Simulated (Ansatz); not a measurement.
# What PtC (model cell, started as rocksalt type) distorts into

Which phase does PtC (model cell, started as rocksalt type) fall into along its unstable mode, and how much energy does it gain?

Method: DFT PBEsol, scalar-relativistic, plane waves, PAW, in Ansatz 0.2.0.

The structure was built from a prototype and need not be the compound's stable phase.

**1. Set-up**

The structure is cubic, space group Fm-3m (No. 225). Conventional cell: a = 4.417 Å, b = 4.417 Å, c = 4.417 Å, α = 90.00°, β = 90.00°, γ = 90.00°. Pt has 6 C at 2.21 Å nearest. Nearest to C lie 6 Pt at 2.21 Å. Farther neighbours are not listed.

**2. Response at finite wavevector**

The cell comes from relaxations at this level that are not shown. Stability and thermal properties need the whole zone. Linear response on a 4×4×4 q mesh gives force constants as far as a supercell of that size would.

Contents of input.yaml:

```yaml
crystal:
  lattice:
    - [0.0, 2.2083183167, 2.2083183167]
    - [2.2083183167, 0.0, 2.2083183167]
    - [2.2083183167, 2.2083183167, 0.0]
  atoms:
    - { symbol: Pt, position: [0.0, 0.0, 0.0] }
    - { symbol: C, position: [0.5, 0.5, 0.5] }
kpoints:
  mp_grid: { grid: [16, 16, 16] }
hamiltonian:
  xc: pbesol
scf:
  occupations: { method: methfessel_paxton, width: 0.2 }
output:
  eigenvalues: true
phonons:
  method: dfpt
  qmesh: [4, 4, 4]
  temperatures: { t_max: 1000, t_step: 50 }
  qpath:
    path:
      - [[0.0, 0.0, 0.0], [0.5, 0.0, 0.5], [0.625, 0.25, 0.625]]
      - [[0.375, 0.375, 0.75], [0.0, 0.0, 0.0], [0.5, 0.5, 0.5], [0.5, 0.25, 0.75], [0.5, 0.0, 0.5]]
    npoints: 10
```

On the command line:

```console
$ ansatz run input.yaml --threads 4 --pin off --max-ram 7168MiB --backend cpu --events-out ev --progress --plain --runs-dir out
```

Numbers of over 12 decimals in the logs are rounded to 6 here.

Output:

```text
Engine: ansatz 0.2.0, aarch64-unknown-linux-gnu
Pseudopotentials: kind: paw
Pseudopotential: Pt, paw, valence charge 18, recommended cutoff 420 eV (normal), Pt.paw.azcp
Pseudopotential: C, paw, valence charge 4, recommended cutoff 420 eV (normal), C.paw.azcp
Functional definition: PBEsol
  exchange = pbesol_x
  correlation = pbesol_c
Crystal: 2 atoms, lattice volume = 21.538 Å³
Basis set: ecut = 420 eV, 411 PW (Γ), exchange–correlation on 48×48×48 points (8 copies of the dense FFT grid, shifted against one another)
Bands: 15, of which v1, the nominal top of the filled ones, is band 11 counted from 1 (10 counted from 0)
Symmetry: 48 space group operations
k-points: 145 of 4096
Non-local potential: Pt, projectors of the file, l = 0: 3, l = 1: 2, l = 2: 2, l = 3: 1
Non-local potential: C, projectors of the file, l = 0: 2, l = 1: 2, l = 2: 1
PAW form: soft (Blöchl's): semilocal exchange-correlation on the pseudo side does not see the compensation charge
PAW frozen core: Pt, regenerated for the run's functional, and the local potential with it (the file was generated under x = pbe(κ = 0.804, μ = 0.219515), c = pbe(β = 0.066725))
PAW frozen core: C, regenerated for the run's functional, and the local potential with it (the file was generated under x = pbe(κ = 0.804, μ = 0.219515), c = pbe(β = 0.066725))
PAW one-centre angular grid: Pt, 590 points (default); XC on 64 Gauss nodes
PAW one-centre angular grid: C, 110 points (default); XC on 64 Gauss nodes
Initial density: superposition of atomic densities (neutral atoms: chi_scale 0, normalization atom), corrected by the library's trained network
Initial wavefunctions: pseudopotential atomic-orbital guess
Functional: x = pbesol(κ = 0.804, μ = 0.123457), c = pbesol(β = 0.046)
SCF iter   1: F=—  HF=-12627.701187 eV  |F-HF|=—  |Δ(HF+E_count)|=         —  Δρ=6.15e-3  dr2=5.46e-3  ethr=1.77e-3  ⟨swp⟩=4.1  Hψ=9697  notcnv=0
preconditioner: auto → none  [metal: Δε(μ)=0.054 eV  Ē_g=11.429 eV  σ=0.200 eV  W_gap=0.23  n_scr=8 (ndim 8)  ℏωp=29.9 eV  f_vac=0.000  D(μ)=0.79/eV (n_scr^D=8)  sad-step TF]
SCF iter   2: F=—  HF=-12627.700996 eV  |F-HF|=—  |Δ(HF+E_count)|=   1.91e-4  S|Δr|=    0.00e0  Δρ=3.58e-3  dr2=2.09e-3  ethr=2.48e-5  ⟨swp⟩=2.3  Hψ=4111  notcnv=0
SCF iter   3: F=—  HF=-12627.700333 eV  |F-HF|=—  |Δ(HF+E_count)|=   6.63e-4  S|Δr|=    0.00e0  Δρ=4.14e-4  dr2=2.58e-5  ethr=9.51e-6  ⟨swp⟩=2.0  Hψ=3103  notcnv=0
SCF iter   4: F=—  HF=-12627.700324 eV  |F-HF|=—  |Δ(HF+E_count)|=   9.06e-6  S|Δr|=    0.00e0  Δρ=7.75e-5  dr2=6.42e-7  ethr=1.17e-7  ⟨swp⟩=2.1  Hψ=3147  notcnv=0
SCF iter   5: F=—  HF=-12627.700322 eV  |F-HF|=—  |Δ(HF+E_count)|=   2.36e-6  S|Δr|=    0.00e0  Δρ=9.34e-6  dr2=1.13e-8  ethr=2.92e-9  ⟨swp⟩=2.2  Hψ=3743  notcnv=0
SCF iter   6: F=—  HF=-12627.700322 eV  |F-HF|=—  |Δ(HF+E_count)|=   2.90e-9  S|Δr|=    0.00e0  Δρ=1.06e-6  dr2=1.04e-10  ethr=5.15e-11  ⟨swp⟩=2.8  Hψ=3746  notcnv=0
SCF iter   7: F=-12627.700322 eV  HF=-12627.700322 eV  |F-HF|=1.82e-12  |Δ(HF+E_count)|=  1.27e-11  S|Δr|=    0.00e0  Δρ=6.93e-8  dr2=5.06e-13  ethr=1.00e-12  ⟨swp⟩=5.4  Hψ=8774  notcnv=0
SCF 1 converged in 7 iterations: F = -12627.700322 eV  dr2 = 5.06e-13
  greatest PAW one-centre occupation: 1.000 electrons in one spin orbital (limit 2), on the Pt atom at site 0 (counted from 0), in its partial waves of l = 0
Initial density: read from a saved state, or passed on in memory by an earlier SCF of this step, an earlier step, the calling program or the single point that the run made first
iter 1 solved again at ethr=1.78e-8 eV; its pass at ethr=3.10e-3 eV (dr2=3.91e-6 eV) is discarded
SCF iter   1: F=—  HF=-12627.700324 eV  |F-HF|=—  |Δ(HF+E_count)|=         —  Δρ=2.84e-7  dr2=8.86e-12  ethr=1.78e-8  ⟨swp⟩=3.1  Hψ=16100  notcnv=0
eigensolver tolerance schedule: the retry pair's looser diagonalisation over-reported the residual by 440943.76 of it (diagonalisation noise at an unbounded share of the residual, at the tolerance the schedule requests for it); recorded, not acted on — ethr = c·dr2/N_el stays at c = 1.0e-1
preconditioner: auto → none  [metal: Δε(μ)=0.054 eV  Ē_g=11.425 eV  σ=0.200 eV  W_gap=0.22  n_scr=8 (ndim 8)  ℏωp=29.9 eV  f_vac=0.000  D(μ)=0.80/eV (n_scr^D=8)]
SCF iter   2: F=—  HF=-12627.700322 eV  |F-HF|=—  |Δ(HF+E_count)|=   2.66e-6  S|Δr|=    0.00e0  Δρ=1.51e-7  dr2=1.88e-12  ethr=1.00e-12  ⟨swp⟩=6.3  Hψ=9406  notcnv=0
SCF iter   3: F=-12627.700322 eV  HF=-12627.700322 eV  |F-HF|=0.00e0  |Δ(HF+E_count)|=  1.82e-12  S|Δr|=    0.00e0  Δρ=8.99e-8  dr2=6.39e-13  ethr=1.00e-12  ⟨swp⟩=1.0  Hψ=4934  notcnv=0
SCF 2 converged in 3 iterations: F = -12627.700322 eV  dr2 = 6.39e-13
phonons: the bands overlap, so this run is a metal and interpolates without the dipole-dipole term. If the crystal is really an insulator or semiconductor, its LO-TO splitting is missing
NSCF: frozen V_eff on 145 k-points
NSCF: frozen V_eff on 349 k-points
DFPT response loops at q = (0, 0, 0) (fractional): preconditioner auto → Kerker (q_TF=auto, 2.738 Å⁻¹) (partly filled bands, converged f_vac=0.000); β = 1.00, the filter's whole step (`scf.mixing.beta` (0.50) is not read by the response loops under this deck's `scf.mixing.preconditioner`; to damp them name `kerker` or `kerker_dos`, under which they read `scf.mixing.beta`, and type it under 1.00, their step now; both keys bind the ground state too); Broyden in place of MSR1
NSCF: frozen V_eff on 4352 k-points
DFPT response loops at q = (0, 0, 0.25) (fractional): mixed as the last ones told, above
NSCF: frozen V_eff on 2196 k-points
DFPT response loops at q = (0, 0, -0.5) (fractional): mixed as the last ones told, above
NSCF: frozen V_eff on 2320 k-points
DFPT response loops at q = (0, 0.25, 0.25) (fractional): mixed as the last ones told, above
NSCF: frozen V_eff on 8192 k-points
DFPT response loops at q = (0, 0.25, -0.5) (fractional): mixed as the last ones told, above
NSCF: frozen V_eff on 4352 k-points
DFPT response loops at q = (0, 0.25, -0.25) (fractional): mixed as the last ones told, above
NSCF: frozen V_eff on 1242 k-points
DFPT response loops at q = (0, -0.5, -0.5) (fractional): mixed as the last ones told, above
NSCF: frozen V_eff on 2320 k-points
DFPT response loops at q = (0.25, -0.5, -0.25) (fractional): mixed as the last ones told, above
SCF converged after 7 iterations
Stability not checked: this state was not tested for a lower state beside it, because cold or Methfessel-Paxton smearing, or corrected tetrahedra, fill the levels in a way that the test cannot read (fill_not_monotonic; see scf.lower_state_search)
Free energy (F): -12627.700322 eV
Harris-Foulkes:  -12627.700322 eV  (|F-HF|=1.82e-12)
Internal energy: -12627.702659 eV  (E = F + TS)
E sigma→0 (E₀):  -12627.700906 eV
Entropy (-TS):   0.002337 eV (1.168 meV/atom)
Fermi energy:    20.211744 eV
--- Per-component energies (eV) ---
  E_band       = -149.520597
  E_kinetic    = 723.682146
  E_local      = -1687.117282  (includes V_loc(G=0)·N_el)
  E_nonlocal   = 229.738965
  E_hartree    = 621.087471
  E_xc         = -307.337820
  E_vxc        = -360.857173  (∫ρ·V_xc dr)
  E_paw        = -9411.077919  (= ΣΔE_a)
  E_vpaw       = -297.142422  (= ΣTr[D̂ρ^β])
  E_aug_tail   = 0.000252  (compensation charges beyond the density's cutoff)
  E_ewald      = -2796.986553
  E_core_change = 0.308082  (= ΣΔE_core)
  E_smearing   = 0.002337  (= −TS)
  E_closure    = -0.000000  (closes the sum)
  Σ components = -12627.700322   (vs F -12627.700322, Δ=0.00e0)
--- Band table (eV; the first three rows and the last of 145) ---
  k-point 0: bands = [... 7 lower, 15.7870, 16.5033, 16.5033, 19.9577, 19.9577, 19.9577, 26.5215, 32.2341]
  k-point 1: bands = [... 7 lower, 15.7935, 16.3125, 16.3125, 19.8397, 20.2874, 20.2874, 26.7458, 32.3428]
  k-point 2: bands = [... 7 lower, 15.5280, 16.2103, 16.2103, 19.5747, 21.0797, 21.0797, 27.3157, 32.5414]
  k-point 144: bands = [... 7 lower, 13.9877, 18.5327, 19.0499, 19.0499, 20.3722, 21.0129, 29.5238, 32.2750]
--- Phonons (Γ-DFPT): 2 representative perturbations + reference (Σ response iterations 7) ---
  ASR residual: 2.867e-5 → 0.000e0 eV/Å²; symmetrization residual: 1.847e-6 eV/Å²
  ASR residual per site (eV/Å²): 1.57e-5 2.87e-5
  Γ frequencies (cm⁻¹): -543.74 -543.74 -543.74 0.00 0.00 0.00
--- Phonons (arbitrary-q DFPT): 8 irreducible q on the 4×4×4 mesh ---
  q = [0.0000, 0.0000, 0.0000] (star 1, of the zone-centre solve; hermiticity 3.00e-7, symmetrization 2.50e-12): -543.74 -543.74 -543.74 -0.00 0.00 0.00
  q = [0.0000, 0.0000, 0.2500] (star 8, 2 solved perturbations on 2176 of 4096 k-point pairs; hermiticity 1.49e-6, symmetrization 1.00e-12): -141.87 39.61 39.61 186.18 264.44 264.44
  q = [0.0000, 0.0000, -0.5000] (star 4, 2 solved perturbations on 1098 of 4096 k-point pairs; hermiticity 2.60e-14, symmetrization 6.94e-13): 100.09 100.09 122.78 430.15 430.15 473.07
  q = [0.0000, 0.2500, 0.2500] (star 6, 4 solved perturbations in 3616 linear systems a pass and spin channel, the states on 1160 of 4096 k-point pairs; hermiticity 2.83e-7, symmetrization 1.29e-13): -511.96 -511.96 31.24 31.24 94.09 407.58
  q = [0.0000, 0.2500, -0.5000] (star 24, 4 solved perturbations in 12544 linear systems a pass and spin channel, the states on 4096 of 4096 k-point pairs; hermiticity 4.67e-7, symmetrization 7.91e-14): 56.08 77.06 87.04 240.78 323.60 331.27
  q = [0.0000, 0.2500, -0.2500] (star 12, 4 solved perturbations in 6672 linear systems a pass and spin channel, the states on 2176 of 4096 k-point pairs; hermiticity 4.13e-7, symmetrization 2.15e-13): -413.91 65.99 84.56 93.55 408.77 440.79
  q = [0.0000, -0.5000, -0.5000] (star 3, 4 solved perturbations in 1940 linear systems a pass and spin channel, the states on 621 of 4096 k-point pairs; hermiticity 4.31e-7, symmetrization 2.36e-13): -478.69 -478.69 -409.76 -52.62 -52.62 194.56
  q = [0.2500, -0.5000, -0.2500] (star 6, 4 solved perturbations in 3498 linear systems a pass and spin channel, the states on 1160 of 4096 k-point pairs; hermiticity 7.03e-7, symmetrization 1.43e-13): -427.03 -427.03 42.87 79.27 79.27 416.72
  sum rule: each row above includes the acoustic sum rule's correction from the zone centre's row sums; it moved no ω² by more than (0.81 cm⁻¹)²
  mesh force constants: q→R imaginary residual 1.13e-17; ASR residual 2.867e-5 → 0.000e0 eV/Å²; symmetrization residual 5.329e-15 eV/Å²
  interpolated dispersion: 62 rows × 6 modes
  density of states and harmonic sums: on the 24×24×24 q-mesh, interpolated from the force constants of a 4×4×4 supercell (no non-analytic term)
  largest difference from the sums on the solved wave vectors: F 8.39e-2 eV, S 1.34e-4 and C_V 5.01e-5 eV/K
  zero-point energy: 0.053147 eV/cell   skipped modes (ω ≤ 0): 708, of them read as no rigid motion or as one in doubt: 705 (1.598e0 modes/cell left out, lowest -543.74 cm⁻¹)   left out of the sums: 2.66e-1 of the cell's modes: C_V's classical limit lies that fraction below 3 k_B per atom; for a crystal, a wire or a layer, F and S can be off by more, and a phonons.interpolated_qmesh denser along its periods is the remedy for the sampling
```

Elapsed: 4.1 min, on 4 threads of Arm Neoverse V2, shared host; peak memory 3.2 GiB.

The column dr2 measures how far the density is from self-consistency, as an energy; F and HF (Harris–Foulkes) agree once it is small.

This step gave:

- volume per atom: 10.77 Å³
- gap on the k-mesh: 0 eV
- sum-rule residual before enforcement: 2.87e-5 eV/Å²
- lowest frequency on the path: -543.7 cm⁻¹
- point group: m-3m
- highest frequency on the path or at a solved wavevector: 497.6 cm⁻¹
- highest optical mode at the zone centre (no LO-TO term): -543.7 cm⁻¹
- lowest optical zone-centre mode: -543.7 cm⁻¹
- lowest mode on the q mesh (acoustic modes at Γ apart): -543.7 cm⁻¹

Frequencies (cm⁻¹) solved at each irreducible wavevector; negative means imaginary. Frequencies by wavevector, by row:

```tsv
q in reciprocal lattice units	star	mode 1	mode 2	mode 3	mode 4	mode 5	mode 6
0 0 0	1	-543.7	-543.7	-543.7	0	0	0
0 0 0.25	8	-141.9	39.6	39.6	186.2	264.4	264.4
0 0 -0.5	4	100.1	100.1	122.8	430.1	430.1	473.1
0 0.25 0.25	6	-512	-512	31.2	31.2	94.1	407.6
0 0.25 -0.5	24	56.1	77.1	87	240.8	323.6	331.3
0 0.25 -0.25	12	-413.9	66	84.6	93.5	408.8	440.8
0 -0.5 -0.5	3	-478.7	-478.7	-409.8	-52.6	-52.6	194.6
0.25 -0.5 -0.25	6	-427	-427	42.9	79.3	79.3	416.7
```

Interpolated from a 4×4×4 q mesh. The phonon branches at the labelled points (cm⁻¹):

```tsv
point	branch 1	branch 2	branch 3	branch 4	branch 5	branch 6
Γ	-544	-544	-544	0	0	0
halfway	-512	-512	31	31	94	408
X	-479	-479	-410	-53	-53	195
halfway	-383	-374	-350	-8	14	176
U	-325	-90	-77	121	193	287
jump to K	-325	-90	-77	121	193	287
halfway	-424	65	68	85	365	368
Γ	-544	-544	-544	0	0	0
halfway	-142	40	40	186	264	264
L	100	100	123	430	430	473
halfway	70	83	101	268	280	498
W	-427	-427	43	79	79	417
halfway	-422	-376	-118	34	130	153
X	-479	-479	-410	-53	-53	195
```

The phonon branches as a text plot (rows in cm⁻¹):

```
    476 |                                       *********
    433 |                   ****              *******    **
    389 |      **          *   **             *     *      *
    346 |    **  *         *    *            *       *      *
    302 |                 *      *           *
    259 |         **             *          *         *      *
    216 |           **   *
    172 |   *         *** *                 *          *      ***
    129 |                **       **       *  ********  *   **
     85 |  * ****       *  **********    *** ***************
     42 | ********      *  **  * *  **  *** *            ******
     -1 |*             *              **                      *
    -45 |         *****    *     *                          ** **
    -88 |   *             *                            *
   -132 |        *       *                  *
   -175 |                         **       *
   -218 |               *
   -262 |         **              **                    *     *
   -305 |               * *                *
   -348 |  *        *  *** *              *
   -392 |            ***    ***     *     *              *  *****
   -435 |         **           ***  *                     ******
   -479 | *     **  ***           ***    *                     **
   -522 |*******                     ****
         Γ           X  U|K            Γ         L        W     X
```

Symmetry leaves 8 wavevectors to solve. The lowest mode among them, the acoustic zeros apart, lies at Γ and is imaginary, 543.7i cm⁻¹, so the energy falls along it.

**3. The mode frozen in, largest atomic shift 0 Å**

The mode followed lies at Γ with frequency 543.7i cm⁻¹ and is 3-fold degenerate, the softest among the wavevectors solved. At small amplitude the distorted cell has space group no. 107 by a symmetry search on the positions. The undistorted cell that holds it gives the zero of energy on the same k mesh.

input.yaml, the sections that differ from step 2:

```yaml
output:
  forces: true
  stress: true
  eigenvalues: true
# crystal, kpoints, hamiltonian, scf: as in step 2
# phonons: removed
```

Output:

```text
[...]
Crystal: 2 atoms, lattice volume = 21.538 Å³
Basis set: ecut = 420 eV, 411 PW (Γ), exchange–correlation on 48×48×48 points (8 copies of the dense FFT grid, shifted against one another)
Bands: 15, of which v1, the nominal top of the filled ones, is band 11 counted from 1 (10 counted from 0)
Symmetry: 48 space group operations
[...]
k-points: 145 of 4096
[...]
--- Band table (eV; the first three rows and the last of 145) ---
  k-point 0: bands = [... 7 lower, 15.7870, 16.5033, 16.5033, 19.9577, 19.9577, 19.9577, 26.5215, 32.2341]
  k-point 1: bands = [... 7 lower, 15.7934, 16.3125, 16.3125, 19.8397, 20.2874, 20.2874, 26.7458, 32.3428]
  k-point 2: bands = [... 7 lower, 15.5280, 16.2103, 16.2103, 19.5747, 21.0797, 21.0797, 27.3157, 32.5414]
  k-point 144: bands = [... 7 lower, 13.9876, 18.5326, 19.0499, 19.0499, 20.3721, 21.0128, 29.5238, 32.2750]
[key lines of the parts left out:]
SCF converged after 5 iterations
Free energy (F): -12627.700322 eV
Fermi energy:    20.211728 eV
P = ⅓ Tr σ = 0.0043 GPa (0.043 kbar)
```

Wall time 0.67 s (4 threads); peak memory 0.32 GiB; 2 s of CPU time.

This step gave:

```
pressure                         : 0.004271 GPa
energy from the undistorted cell : 0 meV/atom
```

The run ends at a pressure of 0.00 GPa.

**4. The mode frozen in, largest atomic shift 0.22 Å**

The atoms are moved along the unstable eigenvector, the largest shift by 0.22 Å, with the cell fixed.

input.yaml, the sections that differ from step 3:

```yaml
crystal:
  lattice:
    - [0.0, 2.2083183167, 2.2083183167]
    - [2.2083183167, 0.0, 2.2083183167]
    - [2.2083183167, 2.2083183167, 0.0]
  atoms:
    - { symbol: Pt, position: [-0.0030668217, 0.0030668217, -0.0030668217] }
    - { symbol: C, position: [0.5498116595, 0.4501883405, 0.5498116595] }
# kpoints, hamiltonian, scf, output: as in step 3
```

Output:

```text
[...]
Crystal: 2 atoms, lattice volume = 21.538 Å³
Basis set: ecut = 420 eV, 411 PW (Γ), exchange–correlation on 48×48×48 points (8 copies of the dense FFT grid, shifted against one another)
Bands: 15, of which v1, the nominal top of the filled ones, is band 11 counted from 1 (10 counted from 0)
Symmetry: 8 space group operations
[...]
k-points: 349 of 4096 (time reversal used)
[...]
--- Band table (eV; the first three rows and the last of 349) ---
  k-point 0: bands = [... 7 lower, 15.4548, 15.8336, 16.5499, 20.6056, 20.6056, 21.2460, 26.3880, 32.0213]
  k-point 1: bands = [... 7 lower, 15.5366, 15.8483, 16.4292, 20.3570, 20.8728, 21.5384, 26.6181, 32.1361]
  k-point 2: bands = [... 7 lower, 15.4359, 15.9818, 16.2787, 19.9256, 21.5466, 22.1495, 27.1918, 32.3652]
  k-point 348: bands = [... 7 lower, 17.5674, 18.0800, 18.0800, 18.4525, 18.4525, 20.8210, 25.1802, 33.5374]
[key lines of the parts left out:]
SCF converged after 5 iterations
Free energy (F): -12627.828244 eV
Fermi energy:    20.467010 eV
P = ⅓ Tr σ = 5.3854 GPa (53.854 kbar)
```

Wall time 1.9 s (4 threads); peak memory 0.41 GiB; 7 s of CPU time.

Numbers from this step:

```yaml
pressure: 5.385 GPa
energy_from_the_undistorted_cell: -63.85 meV/atom
```

The energy, extrapolated to zero smearing, is -63.85 meV/atom against the undistorted cell.

The run ends at a pressure of 5.39 GPa, with forces up to 0.21 eV/Å.

**5. Energy along the mode, all amplitudes (two of the runs are shown above)**

An imaginary frequency means negative curvature, so the energy should fall and then rise again as anharmonic terms take over.

Numbers from this step:

* depth at the lowest point sampled: 63.85 meV/atom
* largest atomic shift at that point: 0.22 Å

The energy from the parent by largest atomic shift:

```tsv
largest atomic shift (Å)	energy from the parent (meV/atom)
0.000	0
0.040	-5.51
0.080	-21.3
0.140	-49.0
0.220	-63.9
0.320	1.69
0.450	313
```

Displacement at unit largest shift by atom:

```tsv
atom	x (Å)	y (Å)	z (Å)	size
Pt1	0.00	-0.06	0.00	0.06
C2	0.00	1.00	0.00	1.00
```

The lowest of the steps tried is at 0.22 Å, 63.9 meV/atom below the parent; the bottom of the well need not coincide with a step.

[end of part 1 of 2]

[Logs are printed without paths, hosts, clocks, repeated set-up lines and the standing remarks that a program may print on its own settings, such as how far it seeks lower states.]

[Hosts, paths, dates, database ids (printed as entryN), source tags and the programs' standing remarks are cut or masked in the printed files.]
